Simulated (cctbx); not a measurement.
# What is wrong with this refinement?

Cell a = 3.4650 Å, b = 3.4650 Å, c = 16.5250 Å, α = 90.00°, β = 90.00°, γ = 120.00°; space group R-3m (no. 166).

Simulated single-crystal data (cctbx): Mo Kα, λ = 0.71073 Å, to d = 0.75 Å, 70 % of the full sphere, strongest reflection 70000 counts, noise from counting, a 3 % proportional error and a noise floor of 2 counts (s.d.); no absorption.

An anisotropic refinement with weights 1/σ² prints:

```text
Rint 0.024, 70 unique reflections to 0.75 A
cycle     R1     wR2    GooF  max shift (A)
   1  0.5126  0.7005  47.057   0.00000
   2  0.5069  0.6826  45.856   0.00000
final R1 0.5069 wR2 0.6826 GooF 45.856  parameters 2  data/parameter 35.0
atom        x        y        z      Ueq    occ   su(xyz)  su(Uiso or U11)
Pb1    0.00000  0.00000  0.00000   0.0044  1.000  0.00000  0.0064
difference map: max 377.42 min -19.69 rms 23.21
Q1    0.0000  0.0000  0.5000    3  377.42  3.40 A from Pb1
Q2    0.0000  0.0000  0.0000    3  347.93  0.00 A from Pb1
Q3    0.9903  0.4952  0.1893   18   10.86  2.57 A from Pb1
Q4    0.0240  0.5120  0.1298   18    9.31  2.76 A from Pb1
Q5    0.0000  0.0000  0.0651    6    8.79  1.07 A from Pb1
Q6    0.0000  0.0000  0.5651    6    8.39  2.61 A from Pb1
```

Q: Accept it or mend it, and why?

Mend it. The fault: an atom left out, Cd at (1/3, 2/3, 1/6). Against the right model at the same level, R1 goes from 0.0067 to 0.5069 and GooF from 0.94 to 45.86 and the top difference peak, 377.4 e/Å³, lies 3.40 Å from Pb1. Q1 is the missing atom. With scattering power missing, scale and phases suffer, so peaks may also grow on the heavy atoms.

The compound is CdPb. The right model at the same level gives:

```text
Rint 0.024, 70 unique reflections to 0.75 A
cycle     R1     wR2    GooF  max shift (A)
   1  0.0241  0.0747   5.094   0.00000
   2  0.0067  0.0138   0.944   0.00000
final R1 0.0067 wR2 0.0138 GooF 0.944  parameters 4  data/parameter 17.5
atom        x        y        z      Ueq    occ   su(xyz)  su(Uiso or U11)
Pb1    0.00000  0.00000  0.00000   0.0139  1.000  0.00000  0.0001
Cd1    0.33333  0.66667  0.16667   0.0166  1.000  0.00000  0.0002
difference map: max 0.53 min -0.46 rms 0.13
Q1    0.0000  0.0000  0.3640    6    0.53  2.06 A from Pb1
Q2    0.0000  0.0000  0.2983    6    0.50  2.08 A from Pb1
Q3    0.0000  0.0000  0.1450    6    0.50  2.03 A from Cd1
Q4    0.0000  0.0000  0.0510    6    0.42  0.84 A from Pb1
Q5    0.0000  0.0000  0.4492    6    0.41  0.84 A from Cd1
Q6    0.0434  0.5217  0.8181   18    0.36  1.16 A from Cd1
```

The model was made for the exercise: a known structure type with other elements put in, its volume estimated, not relaxed; displacement parameters are assumed.

[Middle refinement cycles are left out of these outputs.]

[Logs are printed without paths, hosts, clocks, repeated set-up lines and the standing remarks that a program may print on its own settings, such as how far it seeks lower states.]
